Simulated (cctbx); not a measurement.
## Interatomic vectors of LaCo12

Space group C2/m (no. 12), a = 9.3150 Å, b = 7.8400 Å, c = 4.6060 Å, α = 90.00°, β = 118.77°, γ = 90.00°, content La2 Co24.

The data are simulated with cctbx, not measured: synchrotron X-rays, λ = 0.6889 Å, to d = 0.8 Å, 80 % of the full sphere, strongest reflection 40000 counts, noise from counting, a 4 % proportional error and a noise floor of 8 counts (s.d.); no absorption, some extinction.

Patterson synthesis, origin scaled to 1000:

```text
Patterson group C 1 2/m 1
      u       v       w   height  length (A)
  0.000   0.000   0.000   1000.0     0.00
  0.000   0.500   0.500    325.3     4.55
  0.000   0.343   0.000    292.9     2.69
  0.000   0.198   0.500    280.9     2.78
  0.202   0.000   0.696    268.9     2.84
  0.148   0.500   0.648    259.8     4.69
  0.000   0.500   0.000    246.0     3.92
  0.250   0.250   0.000    241.4     3.04
  0.250   0.250   0.500    228.2     3.07
  0.000   0.000   0.500    180.2     2.30
  0.249   0.067  -0.001    158.2     2.38
  0.249   0.065   0.499    154.6     2.41
  0.074   0.249   0.332    134.8     2.37
  0.071   0.250   0.830    127.5     2.32
```

**Question.** Which atom pairs make the peaks, and where is the heaviest atom?

A peak at u stands for all pairs with xi − xj = u, with weight Σ ZiZj against Σ Z² = 23994 at the origin. Peak heights follow these weights only roughly, since form factors, motion and series ripples differ, all vectors within 0.55 Å of a peak are counted as merged into it though the farther ones add only part of their weight, and F(000) is left out, which lowers the whole map:

| u | v | w | shortest length (Å) | height | 1000 ΣZiZj/ΣZ² | pairs in the cell |
| --- | --- | --- | --- | --- | --- | --- |
| 0.000 | 0.500 | 0.500 | 4.08 | 325 | 486 | 16 × Co–Co |
| 0.000 | 0.343 | 0.000 | 2.69 | 293 | 317 | 4 × La–Co, 2 × Co–Co |
| 0.000 | 0.198 | 0.500 | 2.78 | 281 | 378 | 4 × La–Co, 4 × Co–Co |
| 0.202 | 0.000 | 0.696 | 2.83 | 269 | 378 | 4 × La–Co, 4 × Co–Co |
| 0.148 | 0.500 | 0.648 | 2.87 | 260 | 317 | 4 × La–Co, 2 × Co–Co |
| 0.000 | 0.500 | 0.000 | 3.92 | 246 | 486 | 16 × Co–Co |
| 0.250 | 0.250 | 0.000 | 3.04 | 241 | 257 | 4 × La–Co |
| 0.250 | 0.250 | 0.500 | 3.07 | 228 | 257 | 4 × La–Co |
| 0.000 | 0.000 | 0.500 | 2.30 | 180 | 243 | 8 × Co–Co |
| 0.249 | 0.067 | -0.001 | 2.38 | 158 | 243 | 8 × Co–Co |

The table stops at ten peaks or at a height of 45, below which ripples compete. In the model behind the data La, the heaviest element, has 1 independent site: (0, 0, 0), up to an allowed shift of origin. No listed peak is a La–La vector, so the position follows from the cell content and the cross vectors. The whole model:

| atom | mult. | x | y | z | Ueq (Å²) |
| --- | --- | --- | --- | --- | --- |
| La1 | 2 | 0 | 0 | 0 | 0.0086 |
| Co1 | 4 | 0.2886 | 1/2 | 0.2988 | 0.0115 |
| Co2 | 4 | 0 | 0.2076 | 1/2 | 0.0091 |
| Co3 | 4 | 0.8544 | 1/2 | 0.3559 | 0.0098 |
| Co4 | 4 | 0 | 0.6564 | 0 | 0.0112 |
| Co5 | 4 | 1/4 | 3/4 | 0 | 0.0084 |
| Co6 | 4 | 3/4 | 3/4 | 1/2 | 0.0110 |

The model was made for the exercise: a known structure type with other elements put in, its volume estimated, not relaxed; displacement parameters are assumed.

[Logs are printed without paths, hosts, clocks, repeated set-up lines and the standing remarks that a program may print on its own settings, such as how far it seeks lower states.]
